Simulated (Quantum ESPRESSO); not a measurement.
Consider RbPO3 (Cmcm).

```
Rb P O
1.0
     3.03688   -6.69123    0.00000
     3.03688    6.69123    0.00000
     0.00000    0.00000    4.86253
Rb P O
2 2 6
Direct
  0.65612 0.34388 0.75000
  0.34388 0.65612 0.25000
  0.92240 0.07760 0.75000
  0.07760 0.92240 0.25000
  0.00000 0.00000 0.00000
  0.00000 0.00000 0.50000
  0.34767 0.07888 0.25000
  0.92112 0.65233 0.25000
  0.65233 0.92112 0.75000
  0.07888 0.34767 0.75000
```

Absorber: atom 5, with 2 P at 1.60 Å (linear, site symmetry 2/m). Method: Quantum ESPRESSO XSpectra, PBEsol, full core hole (charged cell), 10-atom cell with 4.9 Å between holes, 5×4×4 k points, dipole transitions, Lorentzian half width 0.3 eV up to 4 eV, rising linearly to 2.5 eV at 25 eV (counted from xe0, 2.1 eV below the zero used here).

Where do the maxima of the O K edge fall?

Main maxima up to 24 eV above the zero (height): 3.2 eV (2.26), 4.7 eV (2.64) and 11.5 eV (0.87). A K edge sees empty p states on the absorber. The total-energy difference plus the lowest empty eigenvalue puts the zero at 540.17 eV. One term is added: -8.91 eV, since the hole is spin-paired here and a spin-polarised one costs that much less in the free atom (computed apart). The photon energy is then 531.26 eV. The functional and the charged cell's background leave an error in such absolute values: in the free atom PBEsol prices this hole 2.1 eV below PBE (computed apart), and PBE is itself good to a few eV.

The O K spectrum (energy from the lowest empty level; intensity scaled to a mean of 1 over the first 20 eV; the points at xe0, where the cut of filled states can leave a spike, are interpolated; polarised curves are means over the symmetry-equivalent atoms):

| E (eV) | isotropic | ε ∥ x | ε ∥ y | ε ∥ z |
| --- | --- | --- | --- | --- |
| -2.0 | 0.04 | 0.02 | 0.04 | 0.05 |
| -1.5 | 0.05 | 0.03 | 0.05 | 0.06 |
| -1.0 | 0.06 | 0.03 | 0.06 | 0.08 |
| -0.5 | 0.08 | 0.04 | 0.08 | 0.11 |
| 0.0 | 0.11 | 0.05 | 0.10 | 0.18 |
| 0.5 | 0.22 | 0.06 | 0.15 | 0.45 |
| 1.0 | 0.34 | 0.08 | 0.22 | 0.71 |
| 1.5 | 0.46 | 0.13 | 0.38 | 0.88 |
| 2.0 | 0.71 | 0.24 | 0.82 | 1.07 |
| 2.5 | 1.50 | 0.53 | 1.98 | 1.99 |
| 3.0 | 2.19 | 1.05 | 3.01 | 2.50 |
| 3.5 | 2.20 | 1.58 | 3.01 | 2.02 |
| 4.0 | 2.18 | 1.86 | 2.49 | 2.20 |
| 4.5 | 2.56 | 1.76 | 2.95 | 2.98 |
| 5.0 | 2.55 | 1.45 | 3.08 | 3.12 |
| 5.5 | 2.09 | 1.17 | 2.29 | 2.81 |
| 6.0 | 1.70 | 1.07 | 1.55 | 2.47 |
| 6.5 | 1.49 | 1.08 | 1.18 | 2.21 |
| 7.0 | 1.36 | 1.17 | 0.99 | 1.92 |
| 7.5 | 1.21 | 1.27 | 0.84 | 1.52 |
| 8.0 | 1.03 | 1.20 | 0.72 | 1.17 |
| 8.5 | 0.86 | 1.01 | 0.64 | 0.94 |
| 9.0 | 0.77 | 0.86 | 0.61 | 0.83 |
| 9.5 | 0.74 | 0.80 | 0.62 | 0.79 |
| 10.0 | 0.76 | 0.83 | 0.66 | 0.80 |
| 10.5 | 0.81 | 0.92 | 0.72 | 0.79 |
| 11.0 | 0.85 | 1.02 | 0.79 | 0.75 |
| 11.5 | 0.87 | 1.05 | 0.84 | 0.72 |
| 12.0 | 0.86 | 1.01 | 0.86 | 0.70 |
| 12.5 | 0.84 | 0.94 | 0.88 | 0.69 |
| 13.0 | 0.81 | 0.86 | 0.89 | 0.69 |
| 13.5 | 0.78 | 0.78 | 0.88 | 0.69 |
| 14.0 | 0.74 | 0.70 | 0.83 | 0.70 |
| 14.5 | 0.70 | 0.63 | 0.76 | 0.70 |
| 15.0 | 0.65 | 0.56 | 0.69 | 0.70 |
| 15.5 | 0.61 | 0.50 | 0.63 | 0.69 |
| 16.0 | 0.57 | 0.45 | 0.58 | 0.67 |
| 16.5 | 0.54 | 0.41 | 0.55 | 0.65 |
| 17.0 | 0.52 | 0.38 | 0.54 | 0.64 |
| 17.5 | 0.51 | 0.36 | 0.54 | 0.64 |
| 18.0 | 0.51 | 0.35 | 0.54 | 0.65 |
| 18.5 | 0.52 | 0.35 | 0.55 | 0.66 |
| 19.0 | 0.53 | 0.35 | 0.57 | 0.68 |
| 19.5 | 0.55 | 0.36 | 0.58 | 0.70 |
| 20.0 | 0.56 | 0.37 | 0.59 | 0.72 |
| 20.5 | 0.57 | 0.39 | 0.60 | 0.72 |
| 21.0 | 0.58 | 0.40 | 0.62 | 0.72 |
| 21.5 | 0.58 | 0.42 | 0.63 | 0.71 |
| 22.0 | 0.59 | 0.43 | 0.64 | 0.69 |
| 22.5 | 0.59 | 0.44 | 0.65 | 0.67 |
| 23.0 | 0.59 | 0.45 | 0.66 | 0.65 |
| 23.5 | 0.59 | 0.46 | 0.67 | 0.64 |
| 24.0 | 0.59 | 0.47 | 0.67 | 0.63 |
| 24.5 | 0.59 | 0.48 | 0.67 | 0.63 |
| 25.0 | 0.60 | 0.49 | 0.68 | 0.62 |
| 25.5 | 0.60 | 0.50 | 0.67 | 0.62 |
| 26.0 | 0.60 | 0.51 | 0.67 | 0.61 |
| 26.5 | 0.59 | 0.52 | 0.66 | 0.61 |
| 27.0 | 0.59 | 0.53 | 0.65 | 0.60 |
| 27.5 | 0.59 | 0.54 | 0.63 | 0.59 |
| 28.0 | 0.58 | 0.54 | 0.62 | 0.58 |
| 28.5 | 0.57 | 0.55 | 0.60 | 0.57 |
| 29.0 | 0.56 | 0.56 | 0.58 | 0.55 |
| 29.5 | 0.55 | 0.56 | 0.55 | 0.54 |
| 30.0 | 0.54 | 0.56 | 0.53 | 0.53 |
| 30.5 | 0.53 | 0.56 | 0.51 | 0.51 |
| 31.0 | 0.52 | 0.56 | 0.50 | 0.50 |
| 31.5 | 0.51 | 0.56 | 0.48 | 0.48 |
| 32.0 | 0.50 | 0.55 | 0.47 | 0.46 |

The crystal has 2 inequivalent O sites and not all are shown here, while a measurement adds them all. The holes are only 4.9 Å apart, so the shape is probably not converged with cell size; no larger cell was run here. Lifetime broadening is put in by hand, and intensities beyond about 20 eV depend on it and on the partial waves; weight that the partial waves miss at high energy is lost. The structure is a computed Materials Project entry and may be a hypothetical form.

[Banner, clock and machine lines of the logs are left out without a mark of their own.]

[Logs are printed without paths, hosts, clocks, repeated set-up lines and the standing remarks that a program may print on its own settings, such as how far it seeks lower states.]

[Hosts, paths, dates, database ids (printed as entryN), source tags and the programs' standing remarks are cut or masked in the printed files.]

[Lists of maxima count a maximum above −3 eV only where it reaches 4 % of the highest in the window and stands out from its surroundings by 2 % of it (1.5 % where it reaches 55 %); shoulders and weaker maxima are passed over, and of the rest the first, up to two pre-edge ones and the few strongest are named.]
